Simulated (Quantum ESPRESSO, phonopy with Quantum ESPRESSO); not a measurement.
# LiCl (Fm-3m): a volume series of phonon spectra, part 6 of 9

Aim: how the vibrations of LiCl shift with volume, and the expansion that follows.

Experimental results on record:
- volume expansion coefficient 131.4 1e-6/K and heat capacity C_P per formula unit 48.1 J/mol/K near room temperature (given in “High-Throughput Prediction of Finite-Temperature Properties using the Quasi-Harmonic Approximation”, 2016, arXiv:1603.06924)
- volume expansion coefficient 131.1 1e-6/K near room temperature (given in “Descriptors for thermal expansion in solids”, 2017, arXiv:1701.03966)

Quantum ESPRESSO 7.5; DFT PBE, scalar-relativistic, plane waves, GBRV ultrasoft pseudopotentials.

So far. Step 5 (Zone-centre response): The Born charges sum to zero within 0.0055 e; the rest is removed before use. Acoustic frequencies in this log differ from zero by the error of the sum rule, which ph.x does not impose. Step 6 (Forces on a displaced cell): At this level the gap is 6.26 eV on the k-mesh of the self-consistent run, which can miss the band edges.

The database entry behind the starting cell differs from later determinations by our own check (0.1 to 0.3 % short, probably kX units), so it need not match the best structure at ambient conditions.

### 8. Phonons, V/V0 1

This step: DFT PBE, scalar-relativistic, plane waves, GBRV ultrasoft pseudopotentials (phonopy with Quantum ESPRESSO 4.10.0 / 7.5).

It took 26 min on 4 threads of Arm Neoverse V1, shared host.

Numbers from this step:

| Quantity | Value |
| --- | --- |
| point group | m-3m |
| highest frequency | 387.9 cm⁻¹ |
| Debye temperature from the second moment | 361 K |
| lowest frequency on the path | 0 cm⁻¹ |
| zero-point energy | 0.0672 eV/cell |
| Γ frequencies | 0, 0, 0, 168.2, 168.2, 168.2 cm⁻¹ (negative: imaginary) |

Phonopy, LO-TO term from ph.x's tensors. Phonon branches along the path, in cm⁻¹:

```csv
point,branch 1,branch 2,branch 3,branch 4,branch 5,branch 6
Γ,0,0,0,168,168,383
halfway,91,91,143,185,185,323
X,131,131,164,165,165,195
halfway,132,144,168,172,187,191
U,127,165,178,180,190,240
jump to K,127,165,178,180,190,240
halfway,82,105,154,164,201,363
Γ,0,0,0,168,168,383
halfway,72,72,141,173,173,385
L,105,105,192,192,203,388
halfway,118,141,188,189,194,320
W,142,168,168,190,190,232
halfway,139,145,177,178,188,199
X,131,131,164,165,165,195
```

The phonon branches as a text plot (rows in cm⁻¹):

```
    380 |**                      *******************
    364 |  **                   *                   *
    347 |    *                **                     *
    331 |
    315 |     **            **                        *
    299 |
    283 |       **         *                           *
    267 |                                               *
    251 |
    234 |         *       *                              ***
    218 |                *                                  *
    202 |          ***  *  ******               *******      *  *
    186 |    ******** ********   ****        *******************
    170 |****   ************  ***  ************          *** ****
    154 |               **  **  ***                    **   *
    137 |     **     ****                   *         * *********
    121 |    *    ***    ***  ** **                 ****
    105 |       **          *****          *    ******
     89 |     **                *  **        ***
     73 |  ***                   **      ** *
     57 |                        ****      *
     40 | ***                      ***  ***
     24 | *                          *  *
      8 |*                            **
         Γ           X  U|K            Γ         L        W     X
```

Harmonic. Thermo, by row:

```csv
T (K),F_vib (meV/atom),S (J/mol-atom/K),C_V (J/mol-atom/K)
0,33.6,0,0
50,33.32,2.159,5.696
100,30.42,9.277,14.95
150,23.76,16.28,19.33
200,13.75,22.17,21.45
250,0.95,27.09,22.59
300,-14.2,31.27,23.26
350,-31.36,34.89,23.68
400,-50.28,38.07,23.96
450,-70.76,40.91,24.16
500,-92.63,43.46,24.31
550,-115.8,45.78,24.41
600,-140,47.91,24.5
650,-165.4,49.87,24.56
700,-191.7,51.69,24.61
750,-218.9,53.39,24.65
800,-247,54.99,24.69
850,-275.9,56.48,24.72
900,-305.6,57.9,24.74
950,-335.9,59.23,24.76
1000,-366.9,60.51,24.78
```

Phonopy on the run's constants, 19x19x19 mesh, Gaussian sigma 3.0 cm⁻¹. The modes by wavenumber; read off at these points; values in 1/cm⁻¹/cell:

```csv
wavenumber (cm⁻¹),Cl,Li
-10.0,0,0
0.0,4.8e-5,1.0e-5
10.0,5.0e-5,1.2e-5
20.0,3.6e-4,7.0e-5
30.0,0.00120,2.2e-4
40.0,0.00144,2.5e-4
50.0,0.00259,4.2e-4
60.0,0.00471,7.1e-4
70.0,0.00512,6.6e-4
80.0,0.00759,8.5e-4
90.0,0.0126,0.00109
100.0,0.0206,0.00115
110.0,0.0302,0.00109
120.0,0.0321,0.00139
130.0,0.0336,0.00227
140.0,0.0224,0.00128
150.0,0.0171,8.6e-4
160.0,0.0163,0.00394
170.0,0.0165,0.0366
180.0,0.0400,0.0641
182.6,0.0442,0.0706
185.2,0.0415,0.0727
190.0,0.0251,0.0640
200.0,0.00800,0.0251
210.0,2.9e-4,0.00307
220.0,1.2e-4,0.00249
230.0,6.0e-5,0.00242
240.0,7.0e-5,0.00337
250.0,1.1e-4,0.00459
260.0,7.0e-5,0.00280
270.0,1.1e-4,0.00529
280.0,7.1e-5,0.00349
290.0,1.4e-4,0.00601
300.0,1.6e-4,0.00483
310.0,1.5e-4,0.00508
320.0,2.1e-4,0.00563
330.0,2.1e-4,0.00545
340.0,2.8e-4,0.00687
350.0,3.3e-4,0.00594
360.0,4.8e-4,0.00898
370.0,5.9e-4,0.00848
380.0,8.3e-4,0.00838
390.0,5.3e-5,9.9e-4
400.0,0,0
```

No LO-TO term. The modes at Γ (shares of kinetic energy by element, %):

```csv
mode,frequency (cm⁻¹),symmetry,Li %,Cl %
1,0.0,T1u,16,84
2,0.0,T1u,16,84
3,0.0,T1u,16,84
4,168.2,T1u,84,16
5,168.2,T1u,84,16
6,168.2,T1u,84,16
```

Displacements in mode 4 (168.2 cm⁻¹), the largest set to 1:
```
Li1  1.00  0.00  0.00
Cl2 -0.20  0.00  0.00
```

No mode is imaginary beyond numerical noise along the path.

The time given is that of the 2 pw.x runs on displaced cells behind this step.

The supercell is 8.9 Å across at its narrowest and was not tested against a larger one: only its own wavevectors are exact, and acoustic branches between them, with the entropy at low temperature, can be off.

### 9. Ground state at this cell, V/V0 1.015

A tight ground state at this cell gives the energy of this member; its pressure is the stress at this cutoff, which can carry an offset from the finite basis.

This step: DFT PBE, scalar-relativistic, plane waves, GBRV ultrasoft pseudopotentials (Quantum ESPRESSO 7.5).

System of this step: LiCl. Symmetry: Fm-3m, No. 225, cubic system. Conventional cell: a = 5.174 Å, b = 5.174 Å, c = 5.174 Å, α = 90.00°, β = 90.00°, γ = 90.00°. Nearest to Li lie 6 Cl at 2.59 Å. Nearest to Cl lie 6 Li at 2.59 Å. Farther neighbours and most contacts between anions are not listed.

Input file scf.in:

```
&CONTROL
  calculation = 'scf'
  prefix      = 'x'
  outdir      = './tmp'
  pseudo_dir  = './pseudo'
  tprnfor     = .true.
  tstress     = .true.
/
&SYSTEM
  ibrav       = 0
  nat         = 2
  ntyp        = 2
  ecutwfc     = 45.0
  ecutrho     = 270.0
  occupations = 'fixed'
  nbnd        = 7
/
&ELECTRONS
  conv_thr         = 1.0d-12
  mixing_beta      = 0.7
  electron_maxstep = 100
/
ATOMIC_SPECIES
 Li      6.9400  Li.upf
 Cl     35.4500  Cl.upf
CELL_PARAMETERS angstrom
     0.000000000    2.587123041    2.587123041
     2.587123041    0.000000000    2.587123041
     2.587123041    2.587123041    0.000000000
ATOMIC_POSITIONS crystal
 Li     0.000000000   0.000000000   0.000000000
 Cl     0.500000000   0.500000000   0.500000000
K_POINTS automatic
 8 8 8 0 0 0
```

Run with:

```bash
$ OMP_NUM_THREADS=1 mpirun -n 4 pw.x -nk 4 -in scf.in > scf.out
```

What it wrote:

```text
[banner, memory and clock lines left out]
Program PWSCF v.7.5

     Message from routine setup:
     using ibrav=0 with symmetry is DISCOURAGED, use correct ibrav instead

     G-vector sticks info

     bravais-lattice index     =            0
     lattice parameter (alat)  =       6.9140  a.u.
     unit-cell volume          =     233.7103 (a.u.)^3
     number of atoms/cell      =            2
     number of atomic types    =            2
     number of electrons       =        10.00
[...]
Total force =     0.000000     Total SCF correction =     0.000000

     Computing stress (Cartesian axis) and pressure

     negative rho (up, down):  1.453E-02 0.000E+00
          total   stress  (Ry/bohr**3)                   (kbar)     P=       -4.59
  -0.00003117   0.00000000  -0.00000000           -4.59        0.00       -0.00
   0.00000000  -0.00003117  -0.00000000            0.00       -4.59       -0.00
  -0.00000000  -0.00000000  -0.00003117           -0.00       -0.00       -4.59

     XML data file, charge density, pseudopotentials, collected wavefunctions
[key lines of the parts left out:]
!    total energy              =     -48.03144984 Ry
convergence has been achieved in  10 iterations
```

Wall time 3.4 s (4 MPI ranks).

At this level the gap is 6.18 eV on the k-mesh of the self-consistent run, which can miss the band edges.

### 10. Zone-centre response

In a polar crystal the Born charges and ε∞ give the long-range dipole term that a finite supercell misses. They are those of this k-mesh and were not tested on a denser one; where the gap is small they converge slowly, and the LO modes with them.

Input file ph.in:

```
phonons
&INPUTPH
  prefix = 'x'
  outdir = './tmp'
  fildyn = 'x.dyn'
  tr2_ph = 1.0d-18
  epsil  = .true.
/
0.000000000 0.000000000 0.000000000
```

scf.in is that of step 9.

Run with:

```bash
$ OMP_NUM_THREADS=1 mpirun -n 4 ph.x -nk 4 -in ph.in > ph.out
```

What it wrote:

```text
[banner, memory and clock lines left out]
Program PHONON v.7.5

     ./tmp/x.save/

     IMPORTANT: XC functional enforced from input :
     Exchange-correlation= PBE
                           (   1   4   3   4   0   0   0)
     Any further DFT definition will be discarded
     Please, verify this is what you really want

     G-vector sticks info

     negative rho (up, down):  1.453E-02 0.000E+00
     Reading collected, re-writing distributed wavefunctions in ./tmp/

     Number and degeneracy of irreps per q-point
[...]
freq (    1) =      -0.082039 [THz] =      -2.736514 [cm-1]
     freq (    2) =      -0.082039 [THz] =      -2.736514 [cm-1]
     freq (    3) =      -0.082039 [THz] =      -2.736514 [cm-1]
     freq (    4) =       4.718024 [THz] =     157.376342 [cm-1]
     freq (    5) =       4.718024 [THz] =     157.376342 [cm-1]
     freq (    6) =       4.718024 [THz] =     157.376342 [cm-1]
 **************************************************************************

     Mode symmetry, O_h (m-3m)  point group:

     freq (   1-   3) =         -2.7  [cm-1]   --> T_1u G_15  G_4- I
     freq (   4-   6) =        157.4  [cm-1]   --> T_1u G_15  G_4- I
```

Wall time 41 s (4 MPI ranks).

The Born charges sum to zero within 0.0052 e; the rest is removed before use. Acoustic frequencies in this log differ from zero by the error of the sum rule, which ph.x does not impose.

### 11. Forces on a displaced cell

One atom (for the harmonic constants) or a pair of atoms (for the cubic ones) is moved by a few hundredths of an ångström; the forces on all atoms give a column of force constants. The threshold is tight because the forces are small.

System of this step: LiCl. The cell holds 54 atoms: 27 Li and 27 Cl. Cell: a = 10.976 Å, b = 10.976 Å, c = 10.976 Å, α = 60.0°, β = 60.0°, γ = 60.0°. It derives from LiCl, repeated 3×3×3.

Input file disp-00001.in:

```
&CONTROL
  calculation = 'scf'
  prefix      = 'x'
  outdir      = './tmp'
  pseudo_dir  = './pseudo'
  tprnfor     = .true.
  disk_io     = 'none'
/
&SYSTEM
  ibrav       = 0
  nat         = 54
  ntyp        = 2
  ecutwfc     = 45.0
  ecutrho     = 270.0
  occupations = 'fixed'
  nbnd        = 137
/
&ELECTRONS
  conv_thr         = 1.0d-11
  mixing_beta      = 0.7
  electron_maxstep = 100
/
ATOMIC_SPECIES
 Li      6.9400  Li.upf
 Cl     35.4500  Cl.upf
CELL_PARAMETERS angstrom
     0.000000000    7.761369122    7.761369122
     7.761369122    0.000000000    7.761369122
     7.761369122    7.761369122    0.000000000
ATOMIC_POSITIONS crystal
 Li     0.001822119   0.000000000   0.000000000
 Li     0.333333333   0.000000000   0.000000000
 Li     0.666666667   0.000000000   0.000000000
 Li     0.000000000   0.333333333   0.000000000
 Li     0.333333333   0.333333333   0.000000000
 Li     0.666666667   0.333333333   0.000000000
 Li     0.000000000   0.666666667   0.000000000
 Li     0.333333333   0.666666667   0.000000000
 Li     0.666666667   0.666666667   0.000000000
 Li     0.000000000   0.000000000   0.333333333
 Li     0.333333333   0.000000000   0.333333333
 Li     0.666666667   0.000000000   0.333333333
 Li     0.000000000   0.333333333   0.333333333
 Li     0.333333333   0.333333333   0.333333333
 Li     0.666666667   0.333333333   0.333333333
 Li     0.000000000   0.666666667   0.333333333
 Li     0.333333333   0.666666667   0.333333333
 Li     0.666666667   0.666666667   0.333333333
 Li     0.000000000   0.000000000   0.666666667
 Li     0.333333333   0.000000000   0.666666667
 Li     0.666666667   0.000000000   0.666666667
 Li     0.000000000   0.333333333   0.666666667
 Li     0.333333333   0.333333333   0.666666667
 Li     0.666666667   0.333333333   0.666666667
 Li     0.000000000   0.666666667   0.666666667
 Li     0.333333333   0.666666667   0.666666667
 Li     0.666666667   0.666666667   0.666666667
 Cl     0.166666667   0.166666667   0.166666667
 Cl     0.500000000   0.166666667   0.166666667
 Cl     0.833333333   0.166666667   0.166666667
 Cl     0.166666667   0.500000000   0.166666667
 Cl     0.500000000   0.500000000   0.166666667
 Cl     0.833333333   0.500000000   0.166666667
 Cl     0.166666667   0.833333333   0.166666667
 Cl     0.500000000   0.833333333   0.166666667
 Cl     0.833333333   0.833333333   0.166666667
 Cl     0.166666667   0.166666667   0.500000000
 Cl     0.500000000   0.166666667   0.500000000
 Cl     0.833333333   0.166666667   0.500000000
 Cl     0.166666667   0.500000000   0.500000000
 Cl     0.500000000   0.500000000   0.500000000
 Cl     0.833333333   0.500000000   0.500000000
 Cl     0.166666667   0.833333333   0.500000000
 Cl     0.500000000   0.833333333   0.500000000
 Cl     0.833333333   0.833333333   0.500000000
 Cl     0.166666667   0.166666667   0.833333333
 Cl     0.500000000   0.166666667   0.833333333
 Cl     0.833333333   0.166666667   0.833333333
 Cl     0.166666667   0.500000000   0.833333333
 Cl     0.500000000   0.500000000   0.833333333
 Cl     0.833333333   0.500000000   0.833333333
 Cl     0.166666667   0.833333333   0.833333333
 Cl     0.500000000   0.833333333   0.833333333
 Cl     0.833333333   0.833333333   0.833333333
K_POINTS automatic
 2 2 2 0 0 0
```

Run with:

```bash
$ OMP_NUM_THREADS=1 mpirun -n 2 pw.x -nk 2 -in disp-00001.in > disp-00001.out
```

What it wrote:

```text
[banner, memory and clock lines left out]
Program PWSCF v.7.5

     Message from routine setup:
     using ibrav=0 with symmetry is DISCOURAGED, use correct ibrav instead

     G-vector sticks info

     bravais-lattice index     =            0
     lattice parameter (alat)  =      20.7421  a.u.
     unit-cell volume          =    6310.1780 (a.u.)^3
     number of atoms/cell      =           54
     number of atomic types    =            2
     number of electrons       =       270.00
[...]
atom    1 type  1   force =     0.00000000   -0.00069879   -0.00069879
     atom    2 type  1   force =    -0.00000000    0.00015536    0.00015536
     atom    3 type  1   force =     0.00000000    0.00015309    0.00015309
[...]
atom   53 type  2   force =     0.00006176   -0.00003190   -0.00003190
     atom   54 type  2   force =    -0.00006123   -0.00003182   -0.00003182

     Total force =     0.001275     Total SCF correction =     0.000000
     Message from routine punch:
     Nothing written, as per user request (disk_io='none')
[key lines of the parts left out:]
!    total energy              =   -1296.84889013 Ry
convergence has been achieved in  14 iterations
```

Run time: 28 min. Hardware: 2 MPI ranks.

### 12. Phonons, V/V0 1.015

This step: DFT PBE, scalar-relativistic, plane waves, GBRV ultrasoft pseudopotentials (phonopy with Quantum ESPRESSO 4.10.0 / 7.5).

The job ended after 28 min (4 threads; 1.8 h of CPU time).

Phonopy, LO-TO term from ph.x's tensors. Phonon branches along the path, in cm⁻¹:

```csv
point,branch 1,branch 2,branch 3,branch 4,branch 5,branch 6
Γ,0,0,0,157,157,378
halfway,90,90,138,176,176,319
X,130,130,153,153,154,191
halfway,130,142,158,162,178,188
U,124,161,170,174,183,234
jump to K,124,161,170,174,183,234
halfway,78,104,150,155,192,358
Γ,0,0,0,157,157,378
halfway,70,70,138,164,164,380
L,101,101,185,185,199,383
halfway,114,137,180,181,192,315
W,139,166,166,181,181,226
halfway,137,144,166,168,185,191
X,130,130,153,153,154,191
```

The phonon branches as a text plot (rows in cm⁻¹):

```
    375 |**                      *******************
    359 |  **                   *                   *
    343 |    *                **                     *
    327 |
    311 |     **            **                        *
    295 |
    279 |       **         *                           *
    263 |                                               *
    247 |
    231 |         *       *                              **
    215 |                *                                 **
    200 |          **      ******               ******
    184 |            ******      **            ******************
    168 | ***********  *********   ***     ****         ********
    152 |*      ** *******  **  ***********            **   *  **
    136 |     **   ******                   *         * *********
    120 |         *      ***  ** **                 ****
    104 |    *  **          **  *          *    ******
     88 |     **              **   **        ***
     72 |  ***                  ***      ** *
     56 |                        ****      *
     40 | ***                      ***  ***
     24 | *                          *  *
      8 |*                            **
         Γ           X  U|K            Γ         L        W     X
```

No mode is imaginary beyond numerical noise along the path. The highest zone-centre mode (no LO–TO term) moved by -6.4 % for a volume change of +1.5 %.

The time given is that of the 2 pw.x runs on displaced cells behind this step.

### 13. Self-consistent run, V/V0 0.985

A tight ground state at this cell gives the energy of this member; its pressure is the stress at this cutoff, which can carry an offset from the finite basis.

This step: DFT PBE, scalar-relativistic, plane waves, GBRV ultrasoft pseudopotentials (Quantum ESPRESSO 7.5).

System of this step: LiCl. It takes space group Fm-3m (No. 225, cubic). Conventional cell: a = 5.123 Å, b = 5.123 Å, c = 5.123 Å, α = 90.00°, β = 90.00°, γ = 90.00°. Nearest to Li lie 6 Cl at 2.56 Å. Nearest to Cl lie 6 Li at 2.56 Å. Farther neighbours and most contacts between anions are not listed.

scf.in, as its differences from that of step 10:

```diff
@@ -26,5 +26,5 @@
 CELL_PARAMETERS angstrom
-     0.000000000    2.587123041    2.587123041
-     2.587123041    0.000000000    2.587123041
-     2.587123041    2.587123041    0.000000000
+     0.000000000    2.561378815    2.561378815
+     2.561378815    0.000000000    2.561378815
+     2.561378815    2.561378815    0.000000000
 ATOMIC_POSITIONS crystal
```

Run with:

```bash
$ OMP_NUM_THREADS=1 mpirun -n 4 pw.x -nk 4 -in scf.in > scf.out
```

What it wrote:

```text
[banner, memory and clock lines left out]
Program PWSCF v.7.5

     Message from routine setup:
     using ibrav=0 with symmetry is DISCOURAGED, use correct ibrav instead

     G-vector sticks info

     bravais-lattice index     =            0
     lattice parameter (alat)  =       6.8452  a.u.
     unit-cell volume          =     226.8026 (a.u.)^3
     number of atoms/cell      =            2
     number of atomic types    =            2
     number of electrons       =        10.00
[...]
Total force =     0.000000     Total SCF correction =     0.000000

     Computing stress (Cartesian axis) and pressure

     negative rho (up, down):  1.451E-02 0.000E+00
          total   stress  (Ry/bohr**3)                   (kbar)     P=        4.98
   0.00003383  -0.00000000  -0.00000000            4.98       -0.00       -0.00
  -0.00000000   0.00003383  -0.00000000           -0.00        4.98       -0.00
  -0.00000000  -0.00000000   0.00003383           -0.00       -0.00        4.98

     XML data file, charge density, pseudopotentials, collected wavefunctions
[key lines of the parts left out:]
!    total energy              =     -48.03144051 Ry
convergence has been achieved in  10 iterations
```

Elapsed: 3.4 s, on 4 MPI ranks.

The run ends at a pressure of 0.50 GPa.

### 14. Zone-centre response

In a polar crystal the Born charges and ε∞ give the long-range dipole term that a finite supercell misses. They are those of this k-mesh and were not tested on a denser one; where the gap is small they converge slowly, and the LO modes with them.

ph.in is that of step 10.

scf.in is that of step 13.

Run with:

```bash
$ OMP_NUM_THREADS=1 mpirun -n 4 ph.x -nk 4 -in ph.in > ph.out
```

What it wrote:

```text
[banner, memory and clock lines left out]
Program PHONON v.7.5

     ./tmp/x.save/

     IMPORTANT: XC functional enforced from input :
     Exchange-correlation= PBE
                           (   1   4   3   4   0   0   0)
     Any further DFT definition will be discarded
     Please, verify this is what you really want

     G-vector sticks info

     negative rho (up, down):  1.451E-02 0.000E+00
     Reading collected, re-writing distributed wavefunctions in ./tmp/

     Number and degeneracy of irreps per q-point
[...]
freq (    1) =      -0.251254 [THz] =      -8.380915 [cm-1]
     freq (    2) =      -0.251254 [THz] =      -8.380915 [cm-1]
     freq (    3) =      -0.251254 [THz] =      -8.380915 [cm-1]
     freq (    4) =       5.354140 [THz] =     178.594871 [cm-1]
     freq (    5) =       5.354140 [THz] =     178.594871 [cm-1]
     freq (    6) =       5.354140 [THz] =     178.594871 [cm-1]
 **************************************************************************

     Mode symmetry, O_h (m-3m)  point group:

     freq (   1-   3) =         -8.4  [cm-1]   --> T_1u G_15  G_4- I
     freq (   4-   6) =        178.6  [cm-1]   --> T_1u G_15  G_4- I
```

Run time: 39 s. Hardware: 4 MPI ranks.

The Born charges sum to zero within 0.0054 e; the rest is removed before use. Acoustic frequencies in this log differ from zero by the error of the sum rule, which ph.x does not impose.

(Continued in part 7 of 9.)

[Logs are printed without paths, hosts, clocks, repeated set-up lines and the standing remarks that a program may print on its own settings, such as how far it seeks lower states.]

[Hosts, paths, dates, database ids (printed as entryN), source tags and the programs' standing remarks are cut or masked in the printed files.]

[A step with changed settings may run another functional than the one named; its input shows which.]

[Of the runs on displaced cells, only some may be shown.]
